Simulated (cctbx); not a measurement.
**What resolution and counting buy: Eu3As4Ir3Pd**

Space group Pmmm (no. 47), a = 4.2170 Å, b = 4.3140 Å, c = 12.5800 Å, α = 90.00°, β = 90.00°, γ = 90.00°.

| atom | mult. | x | y | z | Ueq (Å²) |
| --- | --- | --- | --- | --- | --- |
| Ir1 | 1 | 1/2 | 0 | 1/2 | 0.0059 |
| Ir2 | 2 | 0 | 0 | 0.1884 | 0.0035 |
| Eu1 | 1 | 1/2 | 0 | 0 | 0.0049 |
| Eu2 | 2 | 1/2 | 1/2 | 0.7013 | 0.0042 |
| Pd1 | 1 | 0 | 1/2 | 1/2 | 0.0062 |
| As1 | 2 | 0 | 1/2 | 0.8966 | 0.0058 |
| As2 | 2 | 0 | 0 | 0.6227 | 0.0064 |

The model was made for the exercise: a known structure type with other elements put in, its volume estimated, not relaxed; displacement parameters are assumed.

Five simulated data sets (cctbx; Mo Kα, λ = 0.71073 Å; 3 % proportional error) differ in resolution or exposure (noise floor 8 counts in the first three, 8 in the last two). Each is refined with the right model, isotropic at 1.1 Å and anisotropic otherwise. How do the figures of merit and the uncertainties move?

| d min (Å) | top counts | ⟨I/σ⟩ (unmerged, absences included) | unique | param. (scale apart) | Rint | R1 | GooF | largest s.u. xyz (fractional) | s.u. U of As1 (Å²) | largest error (Å) |
| --- | --- | --- | --- | --- | --- | --- | --- | --- | --- | --- |
| 1.1 | 5000 | 9.6 | 134 | 11 | 0.042 | 0.0185 | 0.96 | 0.00024 | 0.0008 | 0.0031 |
| 0.84 | 5000 | 8.3 | 276 | 25 | 0.051 | 0.0188 | 0.91 | 0.00016 | 0.0010 | 0.0014 |
| 0.6 | 5000 | 6.9 | 694 | 25 | 0.062 | 0.0233 | 0.92 | 0.00009 | 0.0004 | 0.0015 |
| 0.75 | 300 | 1.3 | 377 | 25 | 0.357 | 0.0691 | 0.93 | 0.00111 | 0.0066 | 0.0255 |
| 0.75 | 3000 | 6.2 | 377 | 25 | 0.069 | 0.0251 | 0.93 | 0.00017 | 0.0009 | 0.0042 |

The number of reflections grows roughly as 1/d³: 134, 276 and 694 here. R1 follows the noise rather than the truth: at 300 counts it is 0.0691, at 3000 counts 0.0251, while GooF is 0.93 and 0.93: the weights 1/σ² carry the noise. The s.u. of U (U11 where anisotropic) for As1 goes 0.0008, 0.0010, 0.0004 Å² with resolution and 0.0066, 0.0009 Å² with exposure.

Hardware for the 0.6 Å refinement: 0.36 s on 1 thread of Arm Neoverse V2, with other jobs on the host, peak memory 0.09 GiB.
